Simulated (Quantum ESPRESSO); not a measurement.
# BP (F-43m): phonons by linear response

How does BP (F-43m) vibrate, and is this structure a minimum?

Method: DFT LDA, scalar-relativistic, plane waves, PseudoDojo norm-conserving pseudopotentials, in Quantum ESPRESSO 7.5.

**What experiment says.**

For BP, zinc blende (metal-flux-grown single crystal, 100 K), “Thermal expansion coefficients of high thermal conducting BAs and BP materials” (2019, arxiv:1906.04101) gives, by single-crystal XRD (Mo K-alpha): lattice constant a (cubic a at 100 K) 4.5383 ± 0.0008 Å.

For BP, zinc blende (synthetic BP; powder or crystal not specified, 300 K), “Boron phosphide under pressure: in situ study by Raman scattering and X-ray diffraction” (2015, arxiv:1505.05714) gives, by Raman scattering, 514.5 nm, backscattering: Raman mode (TO at Gamma (T2), ambient spectrum) 794 cm⁻¹ [very weak band; the pressure fit in the same paper quotes about 797 cm-1].

This is a report of a sequence of runs, with most program output left out.

## (1) Set-up

The structure is cubic, space group F-43m (No. 216). The conventional cell has a = 4.538 Å, b = 4.538 Å, c = 4.538 Å, α = 90.00°, β = 90.00°, γ = 90.00°. Nearest to B lie 4 P at 1.97 Å. P has 4 B at 1.97 Å nearest. Farther neighbours are not listed.

## (2) A probe with smearing

Before anything dear is run, a loose run with smearing shows whether this is a metal and how far the cell is from rest.

probe.in

```
&CONTROL
  calculation = 'scf'
  prefix      = 'x'
  outdir      = './tmp'
  pseudo_dir  = './pseudo'
  tprnfor     = .true.
  tstress     = .true.
  verbosity   = 'high'
/
&SYSTEM
  ibrav       = 2
  celldm(1)   = 8.57557715
  nat         = 2
  ntyp        = 2
  ecutwfc     = 76.0
  occupations = 'smearing'
  smearing    = 'gaussian'
  degauss     = 0.01
/
&ELECTRONS
  conv_thr         = 1.0d-07
  mixing_beta      = 0.7
  electron_maxstep = 100
/
ATOMIC_SPECIES
 B      10.8100  B.upf
 P      30.9738  P.upf
ATOMIC_POSITIONS crystal
 B      0.000000000   0.000000000   0.000000000
 P      0.250000000   0.250000000   0.250000000
K_POINTS automatic
 6 6 6 0 0 0
```

Launch:

```
> OMP_NUM_THREADS=1 mpirun -n 4 pw.x -nk 4 -in probe.in > probe.out
```

Wall time 1.7 s (4 MPI ranks of Arm Neoverse V2, shared host); 6.1 s of CPU time.

Read from the output:

```
volume per atom   : 11.68 Å³
pressure          : -5.466 GPa
gap on the k-mesh : 1.315 eV
```

A gap of 1.3 eV opens on this mesh, so the crystal is taken as an insulator; the start stands at -5.5 GPa.

## (3) Relaxation

The relaxation runs at a cutoff a fifth above that of the response, since stress converges more slowly with the basis than frequencies do. Forces and stress are brought to rest with tight thresholds.

relax.in

```
&CONTROL
  calculation   = 'vc-relax'
  prefix        = 'x'
  outdir        = './tmp'
  pseudo_dir    = './pseudo'
  tprnfor       = .true.
  tstress       = .true.
  forc_conv_thr = 2.0d-05
  etot_conv_thr = 1.0d-07
  nstep         = 40
/
&SYSTEM
  ibrav       = 2
  celldm(1)   = 8.57557715
  nat         = 2
  ntyp        = 2
  ecutwfc     = 91
  occupations = 'fixed'
  nbnd        = 6
/
&ELECTRONS
  conv_thr         = 1.0d-11
  mixing_beta      = 0.7
  electron_maxstep = 100
/
&IONS
/
&CELL
  press_conv_thr = 0.2
/
ATOMIC_SPECIES
 B      10.8100  B.upf
 P      30.9738  P.upf
ATOMIC_POSITIONS crystal
 B      0.000000000   0.000000000   0.000000000
 P      0.250000000   0.250000000   0.250000000
K_POINTS automatic
 10 10 10 0 0 0
```

Launch:

```
> OMP_NUM_THREADS=1 mpirun -n 4 pw.x -nk 4 -in relax.in > relax.out
```

It took 16 s on 4 MPI ranks; 64 s of CPU time.

The steps of the relaxation:

| step | energy less that of the first step (eV) | largest force (eV/Å) | pressure (GPa) | volume (Å³) |
| --- | --- | --- | --- | --- |
| 1 | 0.0000 | 0.0000 | -5.55 | 23.36 |
| 2 | -0.0135 | 0.0000 | -0.94 | 22.71 |
| 3 | -0.0138 | 0.0000 | 0.04 | 22.58 |
| 4 | -0.0138 | 0.0000 | 0.00 | 22.59 |
| 5 | -0.0138 | 0.0000 | 0.00 | 22.59 |

```
conventional cell, symmetrised  before  after  change
                         a (Å)   4.538  4.487  -1.1 %
                         b (Å)   4.538  4.487  -1.1 %
                         c (Å)   4.538  4.487  -1.1 %
              volume (Å³/atom)   11.68  11.29  -3.3 %
```

The relaxed structure:

```cif
data_structure
_symmetry_space_group_name_H-M 'P 1'
_symmetry_Int_Tables_number 1
_cell_length_a 3.1729
_cell_length_b 3.1729
_cell_length_c 3.1729
_cell_angle_alpha 60.000
_cell_angle_beta 60.000
_cell_angle_gamma 60.000
_cell_volume 22.59
loop_
_atom_site_label
_atom_site_type_symbol
_atom_site_fract_x
_atom_site_fract_y
_atom_site_fract_z
_atom_site_occupancy
B1 B 0.00000 0.00000 0.00000 1
P2 P 0.25000 0.25000 0.25000 1
```

The last row of the table of steps is pw.x's closing run on a basis chosen anew for the final cell, so its energy can jump.

Numbers from this step:

| Quantity | Value |
| --- | --- |
| volume per atom | 11.29 Å³ |
| pressure | -0.001 GPa |
| gap on the k-mesh | 1.163 eV |

The volume changes by -3.3 % from the cell with which this run began.

## (4) Ground state

Perturbation theory inherits every error of the wavefunctions, so the threshold is set near the limit of the arithmetic. With a gap, occupations are fixed, which also allows the response to an electric field.

scf.in

```
&CONTROL
  calculation = 'scf'
  prefix      = 'x'
  outdir      = './tmp'
  pseudo_dir  = './pseudo'
  tprnfor     = .true.
  tstress     = .true.
/
&SYSTEM
  ibrav       = 2
  celldm(1)   = 8.47937681
  nat         = 2
  ntyp        = 2
  ecutwfc     = 76.0
  occupations = 'fixed'
  nbnd        = 6
/
&ELECTRONS
  conv_thr         = 1.0d-12
  mixing_beta      = 0.7
  electron_maxstep = 100
/
ATOMIC_SPECIES
 B      10.8100  B.upf
 P      30.9738  P.upf
ATOMIC_POSITIONS crystal
 B      0.000000000   0.000000000   0.000000000
 P      0.250000000   0.250000000   0.250000000
K_POINTS automatic
 12 12 12 0 0 0
```

Launch:

```
> OMP_NUM_THREADS=1 mpirun -n 4 pw.x -nk 4 -in scf.in > scf.out
```

The job ended after 5.2 s (4 MPI ranks; 20 s of CPU time).

Read from the output:

```yaml
pressure: -0.04600 GPa
gap_on_the_k_mesh: 1.157 eV
```

The cell stands at -0.046 GPa, close enough for phonons.

## (5) Linear response on the mesh

Linear response treats each wavevector in the unit cell, with no supercell; the 4×4×4 mesh fixes the range of the force constants to be had.

ph.in

```
phonons
&INPUTPH
  prefix = 'x'
  outdir = './tmp'
  fildyn = 'x.dyn'
  tr2_ph = 1.0d-18
  epsil  = .true.
  ldisp  = .true.
  nq1    = 4
  nq2    = 4
  nq3    = 4
/
```

Launch:

```
> OMP_NUM_THREADS=1 mpirun -n 4 ph.x -nk 4 -in ph.in > ph.out
```

It took 41 min on 4 MPI ranks; 2.7 h of CPU time.

Read from the output:

* miss of the charge sum rule: 0.003640 e
* largest acoustic frequency at the zone centre before the sum rule: -0.57 cm⁻¹
* highest optical zone-centre mode (no LO-TO term): 821.2 cm⁻¹
* lowest optical zone-centre mode: 821.2 cm⁻¹
* mean high-frequency dielectric constant: 9.159
* largest Born charge in size (third of the trace): 0.6451 e
* lowest mode on the q mesh (acoustic ones at the zone centre apart): 179.0 cm⁻¹

Frequencies (cm⁻¹) at each irreducible wavevector; negative means imaginary. Frequencies by wavevector:

```
  q (fractions)  star  mode 1  mode 2  mode 3  mode 4  mode 5  mode 6
          0 0 0     1   -0.57   -0.57   -0.57   821.2   821.2   821.2
       0 0 0.25     8     179     179   352.2     795     795   810.6
       0 0 -0.5     4   223.8   223.8     518   775.9   782.7   782.7
    0 0.25 0.25     6   241.2   241.2   368.1   765.9   765.9   823.6
    0 0.25 -0.5    24   284.8   367.8   465.3   718.4     747   805.6
   0 0.25 -0.25    12     263   358.1   418.8   730.2   758.6   807.6
    0 -0.5 -0.5     3     313     313   536.8   729.8   729.8   804.2
0.25 -0.5 -0.25     6   370.6   417.6   444.3   683.8   729.8   802.1
```

Born charge (rows field, columns displacement), before the sum rule (e), principal values of the symmetric part by kind of site:

```csv
atom,atoms with these values,low,middle,high,mean
B1,1,-0.6451,-0.6451,-0.6451,-0.6451
P2,1,0.6415,0.6415,0.6415,0.6415
```

In full for P2:

```
0.6415 0.0000 0.0000
0.0000 0.6415 0.0000
0.0000 0.0000 0.6415
```

High-frequency dielectric tensor:

```
9.16 0.00 0.00
0.00 9.16 0.00
0.00 0.00 9.16
```

The acoustic modes at Γ come out as far as 0.6 cm⁻¹ from zero, where they should vanish, a small numerical error; the Born charges miss their sum rule by 0.0036 e, which is good.

## (6) Force constants in real space

The dynamical matrices of the mesh are Fourier-transformed to force constants in real space, after the long-range dipole part is taken out.

q2r.in

```
&INPUT
  fildyn = 'x.dyn'
  zasr   = 'simple'
  flfrc  = 'x.fc'
/
```

Launch:

```
> q2r.x < q2r.in > q2r.out
```

It took 0.54 s on 1 thread.

## (7) Interpolated phonon bands

From the force constants any wavevector is cheap; points of the mesh come back as solved, but for the sum rule and, in polar crystals, the LO-TO term at Γ; the rest is interpolation.

matdyn.in

```
&INPUT
  asr              = 'simple'
  flfrc            = 'x.fc'
  flfrq            = 'x.freq'
  flvec            = 'x.modes'
  q_in_band_form   = .true.
  q_in_cryst_coord = .true.
/
8
  0.0000000   0.0000000   0.0000000  12  ! GAMMA
  0.0000000   0.5000000   0.5000000  12  ! X
  0.0000000   0.6250000   0.3750000   1  ! U
 -0.3750000   0.3750000   0.0000000  12  ! K
  0.0000000   0.0000000   0.0000000  12  ! GAMMA
  0.0000000   0.5000000  -0.0000000  12  ! L
 -0.2500000   0.5000000   0.2500000  12  ! W
  0.0000000   0.5000000   0.5000000   1  ! X
```

Launch:

```
> matdyn.x -in matdyn.in > matdyn.out
```

The job ended after 0.54 s (1 thread).

Read from the output:

```
lowest frequency on the path : 0 cm⁻¹
```

Matdyn.x, sum rule simple. The phonon branches at the labelled points (cm⁻¹):

```
    point  branch 1  branch 2  branch 3  branch 4  branch 5  branch 6
        Γ         0         0         0       821       821       829
  halfway       241       241       368       766       766       824
        X       313       313       537       730       730       804
  halfway       313       346       521       717       730       805
        U       310       405       480       692       734       809
jump to K       310       405       480       692       734       809
  halfway       216       285       364       772       780       807
        Γ         0         0         0       821       821       829
  halfway       179       179       352       795       795       811
        L       224       224       518       776       783       783
  halfway       289       348       481       711       754       805
        W       371       418       444       684       730       802
  halfway       341       350       506       708       730       804
        X       313       313       537       730       730       804
```

All branches are real along the path.

## (8) Density of states

Sums over the zone need many more wavevectors than were solved, so the interpolation is sampled on a dense mesh.

matdyn.in

```
&INPUT
  asr    = 'simple'
  flfrc  = 'x.fc'
  dos    = .true.
  fldos  = 'x.dos'
  nk1    = 17
  nk2    = 17
  nk3    = 17
  deltaE = 1.0
/
```

Launch:

```
> matdyn.x -in matdyn.in > matdyn.out
```

It took 8.1 s on 1 thread.

Read from the output:

- share of modes beyond 3i cm⁻¹ on the dense interpolated mesh: 0
- zero-point energy per atom: 102.9 meV
- heat capacity at 300 K: 14.46 J/(mol atoms K)
- vibrational entropy at 300 K: 9.844 J/(mol atoms K)

The phonon density of states has structure finer than the step of the table below, so its rows give means over 25 cm⁻¹, whole bins alone (the curve runs from 0 to 830 cm⁻¹). Peaks (cm⁻¹: height): total 315.0: 0.0165, 735.0: 0.0329, 805.0: 0.124; B 735.0: 0.0272, 805.0: 0.109; P 315.0: 0.0135, 465.0: 0.0135, 735.0: 0.00572, 805.0: 0.0145.

Tetrahedra. Table of phonon density of states by wavenumber; means over each step; values in 1/cm⁻¹/cell:

| wavenumber (cm⁻¹) | total | B | P |
| --- | --- | --- | --- |
| 25 | 1.4e-5 | 2.0e-6 | 1.0e-5 |
| 50 | 9.2e-5 | 2.6e-5 | 7.0e-5 |
| 75 | 2.7e-4 | 7.1e-5 | 1.9e-4 |
| 100 | 5.6e-4 | 1.4e-4 | 4.2e-4 |
| 125 | 9.1e-4 | 2.3e-4 | 6.8e-4 |
| 150 | 0.00149 | 3.7e-4 | 0.00112 |
| 175 | 0.00230 | 5.5e-4 | 0.00174 |
| 200 | 0.00372 | 8.7e-4 | 0.00285 |
| 225 | 0.00747 | 0.00169 | 0.00577 |
| 250 | 0.00990 | 0.00215 | 0.00774 |
| 275 | 0.0111 | 0.00228 | 0.00884 |
| 300 | 0.0137 | 0.00260 | 0.0111 |
| 325 | 0.0129 | 0.00226 | 0.0106 |
| 350 | 0.00913 | 0.00145 | 0.00769 |
| 375 | 0.00750 | 0.00110 | 0.00640 |
| 400 | 0.00738 | 1.0e-3 | 0.00639 |
| 425 | 0.00459 | 5.7e-4 | 0.00402 |
| 450 | 0.0104 | 7.2e-4 | 0.00971 |
| 475 | 0.0108 | 5.4e-4 | 0.0102 |
| 500 | 0.00476 | 1.5e-4 | 0.00461 |
| 525 | 9.9e-4 | 1.7e-5 | 9.7e-4 |
| 550 | 3.0e-6 | 0 | 3.0e-6 |
| 575 | 0 | 0 | 0 |
| 600 | 0 | 0 | 0 |
| 625 | 0 | 0 | 0 |
| 650 | 0 | 0 | 0 |
| 675 | 7.9e-4 | 7.8e-4 | 1.1e-5 |
| 700 | 0.0106 | 0.0101 | 5.4e-4 |
| 725 | 0.0182 | 0.0156 | 0.00265 |
| 750 | 0.0248 | 0.0202 | 0.00464 |
| 775 | 0.0184 | 0.0145 | 0.00396 |
| 800 | 0.0401 | 0.0345 | 0.00563 |

Harmonic thermodynamic functions per atom, summed over the density of states scaled to three modes an atom; melting is ignored. Thermodynamic functions:

```csv
T (K),F_vib (meV/atom),S (J/mol-atom/K),C_V (J/mol-atom/K)
0,102.9,0,0
50,102.9,0.096,0.365
100,102.6,1.019,2.899
200,99.65,5.029,9.328
300,91.96,9.844,14.46
400,79.31,14.5,17.82
500,62.05,18.72,19.91
600,40.67,22.48,21.24
700,15.61,25.82,22.12
800,-12.73,28.82,22.73
900,-44.02,31.52,23.16
1000,-77.98,33.98,23.49
```

At 300 K the heat capacity has reached 58 % of the Dulong-Petit value.

## (9) Modes with the sum rule

A rigid shift of the crystal must cost nothing, but grids and finite bases break this; the acoustic sum rule is imposed before the matrix is diagonalised again. With Born charges the intensities follow, and the static dielectric tensor.

dynmat.in

```
&INPUT
  fildyn = 'x.dyn1'
  asr    = 'simple'
  fileig = 'dynmat.eig'
  lperm  = .true.
/
```

Launch:

```
> dynmat.x -in dynmat.in > dynmat.out
```

Wall time 0.55 s (1 thread).

This step gave:

```yaml
mean_static_dielectric_constant: 9.326
```

Unit eigenvectors of the mass-weighted matrix after the sum rule; no LO-TO term. Modes at Γ, with each element's share of the kinetic energy:

| mode | frequency (cm⁻¹) | symmetry | B % | P % |
| --- | --- | --- | --- | --- |
| 1 | 0.0 | acoustic | 26 | 74 |
| 2 | 0.0 | acoustic | 26 | 74 |
| 3 | 0.0 | acoustic | 26 | 74 |
| 4 | 821.2 | T2 | 74 | 26 |
| 5 | 821.2 | T2 | 74 | 26 |
| 6 | 821.2 | T2 | 74 | 26 |

Displacements in mode 6 (821.2 cm⁻¹), the largest set to 1:
```
B1   1.00  0.00  0.00
P2  -0.35  0.00  0.00
```

Degenerate modes summed, no LO-TO term. Lines of the infrared spectrum (strongest = 100):

```
position (cm⁻¹)  lines merged  label  IR intensity, relative
            821             3     T2                     100
```

Static dielectric tensor (ions relaxed, fixed cell):

```
9.33 0.00 0.00
0.00 9.33 0.00
0.00 0.00 9.33
```

The rule moves no optical mode by more than 0.1 cm⁻¹.

## (10) Sum rules set otherwise: a sum rule for molecules or wires on a crystal

This rule also removes rotations, which suits molecules and not a crystal; it is tried to see the harm.

dynmat.in

```
&INPUT
  fildyn = 'x.dyn1'
  asr    = 'zero-dim'
  fileig = 'dynmat.eig'
  lperm  = .true.
/
```

Launch:

```
> dynmat.x -in dynmat.in > dynmat.out
```

The job ended after 0.54 s (1 thread).

The program raised no error, yet the settings are not those of a careful run.

The fault: a sum rule for molecules or wires on a crystal; 2 optical modes are projected out to zero frequency, as if they were rotations, and the static dielectric tensor is spoilt.

For a crystal the rule has to be 'simple' or 'crystal'.

Zone-centre frequencies as printed; negative means imaginary. Modes:

```
mode  frequency (cm⁻¹)
   1                 0
   2                 0
   3                 0
   4                 0
   5                 0
   6             821.2
```

## (11) Modes along a direction of q (1 0 0)

A longitudinal polar mode sets up a macroscopic field that stiffens it; the term hangs on the direction from which q goes to zero.

dynmat.in

```
&INPUT
  fildyn = 'x.dyn1'
  asr    = 'simple'
  fileig = 'dynmat.eig'
  q(1)   = 1.0
  q(2)   = 0.0
  q(3)   = 0.0
/
```

Launch:

```
> dynmat.x -in dynmat.in > dynmat.out
```

Wall time 0.54 s (1 thread).

This step gave:

```yaml
highest_mode_moved_by_the_lo_to_term: 828.6 cm⁻¹
```

Zone-centre frequencies as printed; negative means imaginary. Modes:

```csv
mode,frequency (cm⁻¹)
1,0
2,0
3,0
4,821.2
5,821.2
6,828.6
```

The field moves one mode, from 821 to 829 cm⁻¹; the others stay.

## (12) The dispersion under another sum rule (asr crystal)

The sum rule corrects the force constants themselves, so it can shift branches at any wavevector, low ones most.

matdyn.in

```
&INPUT
  asr              = 'crystal'
  flfrc            = 'x.fc'
  flfrq            = 'x.freq'
  flvec            = 'x.modes'
  q_in_band_form   = .true.
  q_in_cryst_coord = .true.
/
8
  0.0000000   0.0000000   0.0000000   8  ! GAMMA
  0.0000000   0.5000000   0.5000000   8  ! X
  0.0000000   0.6250000   0.3750000   1  ! U
 -0.3750000   0.3750000   0.0000000   8  ! K
  0.0000000   0.0000000   0.0000000   8  ! GAMMA
  0.0000000   0.5000000  -0.0000000   8  ! L
 -0.2500000   0.5000000   0.2500000   8  ! W
  0.0000000   0.5000000   0.5000000   1  ! X
```

Launch:

```
> matdyn.x -in matdyn.in > matdyn.out
```

Run time: 0.55 s. Hardware: 1 thread.

At the labelled points the branches move by no more than 0.1 cm⁻¹.

## (13) Results

```
space group after relaxation                                       : F-43m
volume per atom                                                    : 11.3 Å³
gap on the k-mesh                                                  : 1.16 eV
highest optical zone-centre mode (no LO-TO term)                   : 821.2 cm⁻¹
highest mode moved by the LO-TO term                               : 828.6 cm⁻¹
mean high-frequency dielectric constant                            : 9.16
largest Born charge in size (third of the trace)                   : 0.645 e
mean static dielectric constant                                    : 9.33
q mesh                                                             : 4×4×4
lowest mode on the q mesh (acoustic ones at the zone centre apart) : 179.0 cm⁻¹
zero-point energy per atom                                         : 102.9 meV
heat capacity at 300 K                                             : 14.5 J/(mol atoms K)
vibrational entropy at 300 K                                       : 9.84 J/(mol atoms K)
imaginary modes on the q mesh                                      : none
```

In words: BP (F-43m) is dynamically stable on the 4×4×4 mesh; its spectrum reaches 829 cm⁻¹. At the LDA level the optical modes of BP (F-43m) at the zone centre (no LO-TO term) lie at 821 cm⁻¹. Along the directions run, the highest mode that the macroscopic field moves lies at 829 cm⁻¹. Lattice motion raises the mean dielectric constant from 9.159 to 9.326. The Lyddane-Sachs-Teller relation holds: (ωLO/ωTO)² is 1.02 and ε₀/ε∞ is 1.02. These are harmonic frequencies at zero temperature: anharmonic shifts and linewidths and thermal expansion are left out.

Comparison with the measured values:

| quantity | measured | LDA PseudoDojo norm-conserving, Quantum ESPRESSO |
| --- | --- | --- |
| lattice constant a (Å) | 4.5383 | 4.487 (-1.1 %) |
| Raman mode, TO at Gamma (T2), ambient … (cm⁻¹) | 794 | 821 (+3.4 %) |

Measured values from arxiv:1906.04101 (2019) and arxiv:1505.05714 (2015).

**Verdict.** The lattice constant a is off by -1.1 %: fair agreement. The Raman mode is off by +3.4 %: fair agreement. The grades are ours: good and fair within 0.7 and 1.5 % for the lattice constant a and 3 and 7 % for the Raman mode. For lattice constants and Raman mode the calculation has a static lattice, without zero-point motion or thermal expansion (measured at up to 300 K).

[Host names and launcher messages were left out of these logs when they were recorded.]

[Logs are printed without paths, hosts, clocks, repeated set-up lines and the standing remarks that a program may print on its own settings, such as how far it seeks lower states.]

[Hosts, paths, dates, database ids (printed as entryN), source tags and the programs' standing remarks are cut or masked in the printed files.]
